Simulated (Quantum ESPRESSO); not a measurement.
# BaLiF3 (Pm-3m): modes at Γ and the response to a field, part 2 of 3

Which modes does BaLiF3 (Pm-3m) have at the zone centre?

Quantum ESPRESSO 7.5; DFT LDA, scalar-relativistic, plane waves, PseudoDojo norm-conserving pseudopotentials.

So far. Step 2 (A first look): A gap of 6.6 eV opens on this mesh, so the crystal is taken as an insulator; the start stands at -5.7 GPa. Step 4 (Self-consistent run for the response): The cell stands at -0.011 GPa, close enough for phonons. The relaxed cell has a = 3.892 Å (conventional setting).

### 5. Linear response at Γ

At q = 0 one unit cell holds all displacements; symmetry groups them into irreducible representations that are solved one by one. The response to a field gives ε∞ and the Born charges, which polar modes need.

Contents of ph.in:

```
phonons
&inputph
   prefix = 'x'
   outdir = './tmp'
   fildyn = 'g.dyn'
   tr2_ph = 1.0d-18
   epsil = .true.
/
0.000000000000 0.000000000000 0.000000000000
```

Started as:

```
> OMP_NUM_THREADS=1 mpirun -n 4 ph.x -nk 4 -in ph.in > ph.out
```

Log:

```text
[banners, grids, parts of the stress and lines that vanish by symmetry left out]
[banner, memory and clock lines left out]
Program PHONON v.7.5

     ./tmp/x.save/

     IMPORTANT: XC functional enforced from input :
     Exchange-correlation= PW
                           (   1   4   0   0   0   0   0)
     Any further DFT definition will be discarded
     Please, verify this is what you really want

     G-vector sticks info

     Reading collected, re-writing distributed wavefunctions in ./tmp/

     Number and degeneracy of irreps per q-point
       N         xq(1)         xq(2)         xq(3)   N irreps
       1   0.000000000   0.000000000   0.000000000       5
        3   3   3   3   3

     Calculation of q =    0.0000000   0.0000000   0.0000000

     phonons

     bravais-lattice index     =            1
     lattice parameter (alat)  =       7.3557  a.u.
     unit-cell volume          =     397.9858 (a.u.)^3
     number of atoms/cell      =            5
     number of atomic types    =            3
     kinetic-energy cut-off    =      92.0000  Ry
     charge density cut-off    =     368.0000  Ry
     convergence threshold     =      1.0E-18
     beta                      =       0.7000
     number of iterations used =            4
     Exchange-correlation= PW
                           (   1   4   0   0   0   0   0)

     celldm(1)=    7.35567  celldm(2)=    0.00000  celldm(3)=    0.00000
     celldm(4)=    0.00000  celldm(5)=    0.00000  celldm(6)=    0.00000

     crystal axes: (cart. coord. in units of alat)
               a(1) = (  1.0000  0.0000  0.0000 )
               a(2) = (  0.0000  1.0000  0.0000 )
               a(3) = (  0.0000  0.0000  1.0000 )

     reciprocal axes: (cart. coord. in units 2 pi/alat)
               b(1) = (  1.0000  0.0000  0.0000 )
               b(2) = (  0.0000  1.0000  0.0000 )
               b(3) = (  0.0000  0.0000  1.0000 )

     Atoms inside the unit cell:

     Cartesian axes

     site n.  atom      mass           positions (alat units)
        1  Ba    137.3270   tau(    1) = (    0.00000    0.00000    0.00000  )
        2  Li      6.9400   tau(    2) = (    0.50000    0.50000    0.50000  )
        3  F      18.9984   tau(    3) = (    0.00000    0.50000    0.50000  )
        4  F      18.9984   tau(    4) = (    0.50000    0.50000    0.00000  )
        5  F      18.9984   tau(    5) = (    0.50000    0.00000    0.50000  )

     Computing dynamical matrix for
                    q = (   0.0000000   0.0000000   0.0000000 )

     49 Sym.Ops. (with q -> -q+G )

     G cutoff =  504.3513  (  47401 G-vectors)     FFT grid: ( 45, 45, 45)
     number of k points=    35
                       cart. coord. in units 2pi/alat
        k(    1) = (   0.0000000   0.0000000   0.0000000), wk =   0.0039062
        k(    2) = (   0.0000000   0.0000000   0.1250000), wk =   0.0234375
        k(    3) = (   0.0000000   0.0000000   0.2500000), wk =   0.0234375
        [... further k-points left out ...]

     PseudoPot. # 1 for Ba read from file:
     ./pseudo/Ba.upf
     Pseudo is Norm-conserving + core correction, Zval = 10.0

     PseudoPot. # 2 for Li read from file:
     ./pseudo/Li.upf
     Pseudo is Norm-conserving, Zval =  3.0

     PseudoPot. # 3 for F  read from file:
     ./pseudo/F.upf
     Pseudo is Norm-conserving + core correction, Zval =  7.0

     Mode symmetry, O_h (m-3m)  point group:

     Electric field:
     Dielectric constant
     Born effective charges as d Force / d E

     Atomic displacements:
     There are    5 irreducible representations

     Representation     1      3 modes -  To be done

     Representation     2      3 modes -  To be done

     Representation     3      3 modes -  To be done

     Representation     4      3 modes -  To be done

     Representation     5      3 modes -  To be done

     Alpha used in Ewald sum =   2.8000

     Electric Fields Calculation

      iter #   1   av.it.:   6.7
      thresh= 1.000E-02 alpha_mix =  0.700 |ddv_scf|^2 =  4.222E-08

      [... iterations left out ...]
      iter #   8   av.it.:  12.9
      thresh= 2.172E-10 alpha_mix =  0.700 |ddv_scf|^2 =  1.870E-19

     End of electric fields calculation

          Dielectric constant in cartesian axis

          (       2.716870599       0.000000000       0.000000000 )
          (       0.000000000       2.716870599       0.000000000 )
          (       0.000000000       0.000000000       2.716870599 )

          Effective charges (d Force / dE) in cartesian axis without acoustic sum rule applied (asr)

           atom    1  Ba    Mean Z*:        2.77597
      Ex  (        2.77597        0.00000        0.00000 )
      Ey  (        0.00000        2.77597        0.00000 )
      Ez  (        0.00000        0.00000        2.77597 )
           atom    2  Li    Mean Z*:        1.04949
      Ex  (        1.04949        0.00000        0.00000 )
      Ey  (        0.00000        1.04949        0.00000 )
      Ez  (        0.00000        0.00000        1.04949 )
           atom    3  F     Mean Z*:       -1.27527
      Ex  (       -1.02614        0.00000        0.00000 )
      Ey  (        0.00000       -1.39983        0.00000 )
      Ez  (        0.00000        0.00000       -1.39983 )
           atom    4  F     Mean Z*:       -1.27527
      Ex  (       -1.39983        0.00000        0.00000 )
      Ey  (        0.00000       -1.39983        0.00000 )
      Ez  (        0.00000        0.00000       -1.02614 )
           atom    5  F     Mean Z*:       -1.27527
      Ex  (       -1.39983        0.00000        0.00000 )
      Ey  (        0.00000       -1.02614        0.00000 )
      Ez  (        0.00000        0.00000       -1.39983 )

          Effective charges Sum: Mean:       -0.00033
             -0.00033        0.00000        0.00000
              0.00000       -0.00033        0.00000
              0.00000        0.00000       -0.00033

          Effective charges (d Force / dE) in cartesian axis with asr applied:
           atom    1  Ba    Mean Z*:        2.77604
      E*x (        2.77604        0.00000        0.00000 )
      E*y (        0.00000        2.77604        0.00000 )
      E*z (        0.00000        0.00000        2.77604 )
           atom    2  Li    Mean Z*:        1.04956
      E*x (        1.04956        0.00000        0.00000 )
      E*y (        0.00000        1.04956        0.00000 )
      E*z (        0.00000        0.00000        1.04956 )
           atom    3  F     Mean Z*:       -1.27520
      E*x (       -1.02607        0.00000        0.00000 )
      E*y (        0.00000       -1.39976        0.00000 )
      E*z (        0.00000        0.00000       -1.39976 )
           atom    4  F     Mean Z*:       -1.27520
      E*x (       -1.39976        0.00000        0.00000 )
      E*y (        0.00000       -1.39976        0.00000 )
      E*z (        0.00000        0.00000       -1.02607 )
           atom    5  F     Mean Z*:       -1.27520
      E*x (       -1.39976        0.00000        0.00000 )
      E*y (        0.00000       -1.02607        0.00000 )
      E*z (        0.00000        0.00000       -1.39976 )

     Representation #   1 modes #   1   2   3

     Self-consistent Calculation

      iter #   1   av.it.:   7.5
      thresh= 1.000E-02 alpha_mix =  0.700 |ddv_scf|^2 =  7.682E-07

      [... iterations left out ...]
      iter #   8   av.it.:  13.2
      thresh= 3.026E-10 alpha_mix =  0.700 |ddv_scf|^2 =  3.768E-19

     End of self-consistent calculation

     Convergence has been achieved

     Representation #   2 modes #   4   5   6

     Self-consistent Calculation

      iter #   1   av.it.:   4.8
      thresh= 1.000E-02 alpha_mix =  0.700 |ddv_scf|^2 =  6.629E-08

      [... iterations left out ...]
      iter #   8   av.it.:  12.8
      thresh= 3.892E-10 alpha_mix =  0.700 |ddv_scf|^2 =  1.248E-19

     End of self-consistent calculation

     Convergence has been achieved

     Representation #   3 modes #   7   8   9

     Self-consistent Calculation

      iter #   1   av.it.:   6.4
      thresh= 1.000E-02 alpha_mix =  0.700 |ddv_scf|^2 =  2.486E-07

      [... iterations left out ...]
      iter #   8   av.it.:  12.9
      thresh= 1.225E-10 alpha_mix =  0.700 |ddv_scf|^2 =  3.653E-20

     End of self-consistent calculation

     Convergence has been achieved

     Representation #   4 modes #  10  11  12

     Self-consistent Calculation

      iter #   1   av.it.:   7.3
      thresh= 1.000E-02 alpha_mix =  0.700 |ddv_scf|^2 =  7.684E-07

      [... iterations left out ...]
      iter #   8   av.it.:  13.3
      thresh= 1.917E-10 alpha_mix =  0.700 |ddv_scf|^2 =  1.582E-19

     End of self-consistent calculation

     Convergence has been achieved

     Representation #   5 modes #  13  14  15

     Self-consistent Calculation

      iter #   1   av.it.:   7.2
      thresh= 1.000E-02 alpha_mix =  0.700 |ddv_scf|^2 =  3.792E-07

      [... iterations left out ...]
      iter #   7   av.it.:  13.0
      thresh= 1.335E-10 alpha_mix =  0.700 |ddv_scf|^2 =  8.409E-20

     End of self-consistent calculation

     Convergence has been achieved

     Number of q in the star =    1
     List of q in the star:
          1   0.000000000   0.000000000   0.000000000

          Dielectric constant in cartesian axis

          (       2.716870599       0.000000000       0.000000000 )
          (       0.000000000       2.716870599       0.000000000 )
          (       0.000000000       0.000000000       2.716870599 )

          Effective charges (d Force / dE) in cartesian axis without acoustic sum rule applied (asr)

           atom    1  Ba    Mean Z*:        2.77597
      Ex  (        2.77597        0.00000        0.00000 )
      Ey  (        0.00000        2.77597        0.00000 )
      Ez  (        0.00000        0.00000        2.77597 )
           atom    2  Li    Mean Z*:        1.04949
      Ex  (        1.04949        0.00000        0.00000 )
      Ey  (        0.00000        1.04949        0.00000 )
      Ez  (        0.00000        0.00000        1.04949 )
           atom    3  F     Mean Z*:       -1.27527
      Ex  (       -1.02614        0.00000        0.00000 )
      Ey  (        0.00000       -1.39983        0.00000 )
      Ez  (        0.00000        0.00000       -1.39983 )
           atom    4  F     Mean Z*:       -1.27527
      Ex  (       -1.39983        0.00000        0.00000 )
      Ey  (        0.00000       -1.39983        0.00000 )
      Ez  (        0.00000        0.00000       -1.02614 )
           atom    5  F     Mean Z*:       -1.27527
      Ex  (       -1.39983        0.00000        0.00000 )
      Ey  (        0.00000       -1.02614        0.00000 )
      Ez  (        0.00000        0.00000       -1.39983 )

          Effective charges Sum: Mean:       -0.00033
             -0.00033        0.00000        0.00000
              0.00000       -0.00033        0.00000
              0.00000        0.00000       -0.00033

          Effective charges (d Force / dE) in cartesian axis with asr applied:
           atom    1  Ba    Mean Z*:        2.77604
      E*x (        2.77604        0.00000        0.00000 )
      E*y (        0.00000        2.77604        0.00000 )
      E*z (        0.00000        0.00000        2.77604 )
           atom    2  Li    Mean Z*:        1.04956
      E*x (        1.04956        0.00000        0.00000 )
      E*y (        0.00000        1.04956        0.00000 )
      E*z (        0.00000        0.00000        1.04956 )
           atom    3  F     Mean Z*:       -1.27520
      E*x (       -1.02607        0.00000        0.00000 )
      E*y (        0.00000       -1.39976        0.00000 )
      E*z (        0.00000        0.00000       -1.39976 )
           atom    4  F     Mean Z*:       -1.27520
      E*x (       -1.39976        0.00000        0.00000 )
      E*y (        0.00000       -1.39976        0.00000 )
      E*z (        0.00000        0.00000       -1.02607 )
           atom    5  F     Mean Z*:       -1.27520
      E*x (       -1.39976        0.00000        0.00000 )
      E*y (        0.00000       -1.02607        0.00000 )
      E*z (        0.00000        0.00000       -1.39976 )

     Diagonalizing the dynamical matrix

     q = (    0.000000000   0.000000000   0.000000000 )

 **************************************************************************
     freq (    1) =       0.033854 [THz] =       1.129248 [cm-1]
     freq (    2) =       0.033854 [THz] =       1.129248 [cm-1]
     freq (    3) =       0.033854 [THz] =       1.129248 [cm-1]
     freq (    4) =       4.562745 [THz] =     152.196805 [cm-1]
     freq (    5) =       4.562745 [THz] =     152.196805 [cm-1]
     freq (    6) =       4.562745 [THz] =     152.196805 [cm-1]
     freq (    7) =       6.109649 [THz] =     203.795959 [cm-1]
     freq (    8) =       6.109649 [THz] =     203.795959 [cm-1]
     freq (    9) =       6.109649 [THz] =     203.795959 [cm-1]
     freq (   10) =       9.841316 [THz] =     328.270965 [cm-1]
     freq (   11) =       9.841316 [THz] =     328.270965 [cm-1]
     freq (   12) =       9.841316 [THz] =     328.270965 [cm-1]
     freq (   13) =      12.137441 [THz] =     404.861451 [cm-1]
     freq (   14) =      12.137441 [THz] =     404.861451 [cm-1]
     freq (   15) =      12.137441 [THz] =     404.861451 [cm-1]
 **************************************************************************

     Mode symmetry, O_h (m-3m)  point group:

     freq (   1-   3) =          1.1  [cm-1]   --> T_1u G_15  G_4- I
     freq (   4-   6) =        152.2  [cm-1]   --> T_1u G_15  G_4- I
     freq (   7-   9) =        203.8  [cm-1]   --> T_2u G_25  G_5-
     freq (  10-  12) =        328.3  [cm-1]   --> T_1u G_15  G_4- I
     freq (  13-  15) =        404.9  [cm-1]   --> T_1u G_15  G_4- I
```

Wall time 12 min (4 MPI ranks of Intel Xeon at 2.70GHz, shared host).

Read from the output:

```yaml
miss_of_the_charge_sum_rule: 3.40e-4 e
largest_acoustic_frequency_at_the_zone_centre_before_the_sum_rule: 1.13 cm⁻¹
highest_optical_zone_centre_mode_no_lo_to_term: 404.9 cm⁻¹
lowest_optical_zone_centre_mode: 152.2 cm⁻¹
mean_high_frequency_dielectric_constant: 2.717
largest_born_charge_in_size_third_of_the_trace: 2.776 e
```

Born charge (rows field, columns displacement), before the sum rule (e), principal values of the symmetric part by kind of site:

```
atom  atoms with these values    low  middle   high   mean
 Ba1                        1   2.78    2.78   2.78   2.78
 Li2                        1   1.05    1.05   1.05   1.05
  F3                        3  -1.40   -1.40  -1.03  -1.28
```

In full for Ba1:

```
2.78 0.00 0.00
0.00 2.78 0.00
0.00 0.00 2.78
```

High-frequency dielectric tensor:

```
2.72 0.00 0.00
0.00 2.72 0.00
0.00 0.00 2.72
```

The acoustic modes at Γ come out as far as 1.1 cm⁻¹ from zero, where they should vanish, a small numerical error; the Born charges miss their sum rule by 3.4e-4 e, which is good.

### 6. Modes with the sum rule

A rigid shift of the crystal must cost nothing, but grids and finite bases break this; the acoustic sum rule is imposed before the matrix is diagonalised again. With Born charges the intensities follow, and the static dielectric tensor.

Contents of dynmat.in:

```
&input
   fildyn = 'g.dyn'
   asr = 'simple'
   fileig = 'dynmat.eig'
   lperm = .true.
/
```

Started as:

```
> dynmat.x -in dynmat.in > dynmat.out
```

Log:

```text
[banner, memory and clock lines left out]
Program DYNMAT v.7.5

     Reading Dynamical Matrix from file g.dyn
     ...Force constants read
     ...epsilon and Z* read
     A direction for q was not specified:TO-LO splitting will be absent

     Polarizability (A^3 units)
     multiply by 0.636015 for Clausius-Mossotti correction
         8.057470    0.000000    0.000000
         0.000000    8.057470    0.000000
         0.000000    0.000000    8.057470

     IR activities are in (D/A)^2/amu units

# mode   [cm-1]    [THz]      IR
    1      0.00    0.0000    0.0000
    2      0.00    0.0000    0.0000
    3      0.00    0.0000    0.0000
    4    152.20    4.5628    5.1996
    5    152.20    4.5628    5.1996
    6    152.20    4.5628    5.1996
    7    203.80    6.1099    0.0000
    8    203.80    6.1099    0.0000
    9    203.80    6.1099    0.0000
   10    328.27    9.8413    0.8122
   11    328.27    9.8413    0.8122
   12    328.27    9.8413    0.8122
   13    404.82   12.1361    4.9822
   14    404.82   12.1361    4.9822
   15    404.82   12.1361    4.9822

Electronic dielectric permittivity tensor (relative, adimensional)
         2.716871    0.000000    0.000000
         0.000000    2.716871    0.000000
         0.000000    0.000000    2.716871

 ... with zone-center polar mode contributions
        12.206699   -0.000000   -0.000000
        -0.000000   12.206699   -0.000000
        -0.000000   -0.000000   12.206699

[end of the log left out, with the tail of the file of modes that dynmat.x writes under the same name]
```

Elapsed: 0.71 s, on 1 thread.

This step gave:

```yaml
highest_optical_zone_centre_mode_no_lo_to_term: 404.8 cm⁻¹
mean_static_dielectric_constant: 12.21
```

Unit eigenvectors of the mass-weighted matrix after the sum rule; no LO-TO term. Modes at Γ, with each element's share of the kinetic energy:

```
mode  frequency (cm⁻¹)  symmetry  Ba %  Li %  F %
   1               0.0  acoustic    68     3   28
   2               0.0  acoustic    68     3   28
   3               0.0  acoustic    68     3   28
   4             152.2       T1u    31     3   66
   5             152.2       T1u    31     3   66
   6             152.2       T1u    31     3   66
   7             203.8       T2u     0     0  100
   8             203.8       T2u     0     0  100
   9             203.8       T2u     0     0  100
  10             328.3       T1u     0     5   95
  11             328.3       T1u     0     5   95
  12             328.3       T1u     0     5   95
  13             404.8       T1u     0    89   11
  14             404.8       T1u     0    89   11
  15             404.8       T1u     0    89   11
```

Displacements in mode 5 (152.2 cm⁻¹), the largest set to 1:
```
Ba1 -0.04  0.00  0.44
Li2  0.05  0.00 -0.59
F3   0.09  0.00 -0.97
F4   0.09  0.00 -1.00
F5   0.09  0.00 -0.97
```

Displacements in mode 9 (203.8 cm⁻¹), the largest set to 1:
```
Ba1  0.00  0.00  0.00
Li2  0.00  0.00  0.00
F3   0.00  0.00  1.00
F4   0.13  0.00  0.00
F5  -0.13  0.00 -1.00
```

Degenerate modes summed, no LO-TO term. Infrared lines, with heights relative to the strongest:

```
position (cm⁻¹)  lines merged  label  IR intensity, relative
            152             3    T1u                     100
            204             3    T2u                     0.0
            328             3    T1u                      16
            405             3    T1u                      96
```

Static dielectric tensor (ions relaxed, fixed cell):

```
12.21  0.00  0.00
 0.00 12.21  0.00
 0.00  0.00 12.21
```

The rule moves no optical mode by more than 0.1 cm⁻¹.

### 7. Sum rules set otherwise (asr crystal)

The rule can be imposed in more than one way; the choices should agree where the raw error is small.

Contents of dynmat.in:

```
&input
   fildyn = 'g.dyn'
   asr = 'crystal'
   fileig = 'dynmat.eig'
   lperm = .true.
/
```

Started as:

```
> dynmat.x -in dynmat.in > dynmat.out
```

Log:

```text
[banner, memory and clock lines left out]
Program DYNMAT v.7.5

     Reading Dynamical Matrix from file g.dyn
     ...Force constants read
     ...epsilon and Z* read
     Acoustic Sum Rule: || Z*(ASR) - Z*(orig)|| =    2.572405E-04
     Acoustic Sum Rule: ||dyn(ASR) - dyn(orig)||=    2.573482E-05
     A direction for q was not specified:TO-LO splitting will be absent

     Polarizability (A^3 units)
     multiply by 0.636015 for Clausius-Mossotti correction
         8.057470    0.000000    0.000000
         0.000000    8.057470    0.000000
         0.000000    0.000000    8.057470

     IR activities are in (D/A)^2/amu units

# mode   [cm-1]    [THz]      IR
    1      0.00    0.0000    0.0000
    2      0.00    0.0000    0.0000
    3      0.00    0.0000    0.0000
    4    152.20    4.5629    5.1996
    5    152.20    4.5629    5.1996
    6    152.20    4.5629    5.1996
    7    203.80    6.1096    0.0000
    8    203.80    6.1096    0.0000
    9    203.80    6.1096    0.0000
   10    328.27    9.8413    0.8118
   11    328.27    9.8413    0.8118
   12    328.27    9.8413    0.8118
   13    404.85   12.1371    4.9826
   14    404.85   12.1371    4.9826
   15    404.85   12.1371    4.9826

Electronic dielectric permittivity tensor (relative, adimensional)
         2.716871    0.000000    0.000000
         0.000000    2.716871    0.000000
         0.000000    0.000000    2.716871

 ... with zone-center polar mode contributions
        12.206172   -0.000000    0.000000
        -0.000000   12.206172   -0.000000
         0.000000   -0.000000   12.206172

[end of the log left out, with the tail of the file of modes that dynmat.x writes under the same name]
```

Run time: 0.69 s. Hardware: 1 thread.

Read from the output:

- highest optical zone-centre mode (no LO-TO term): 404.9 cm⁻¹

(Continued in part 3 of 3.)

[Host names and launcher messages were left out of these logs when they were recorded.]

[Logs are printed without paths, hosts, clocks, repeated set-up lines and the standing remarks that a program may print on its own settings, such as how far it seeks lower states.]

[Hosts, paths, dates, database ids (printed as entryN), source tags and the programs' standing remarks are cut or masked in the printed files.]
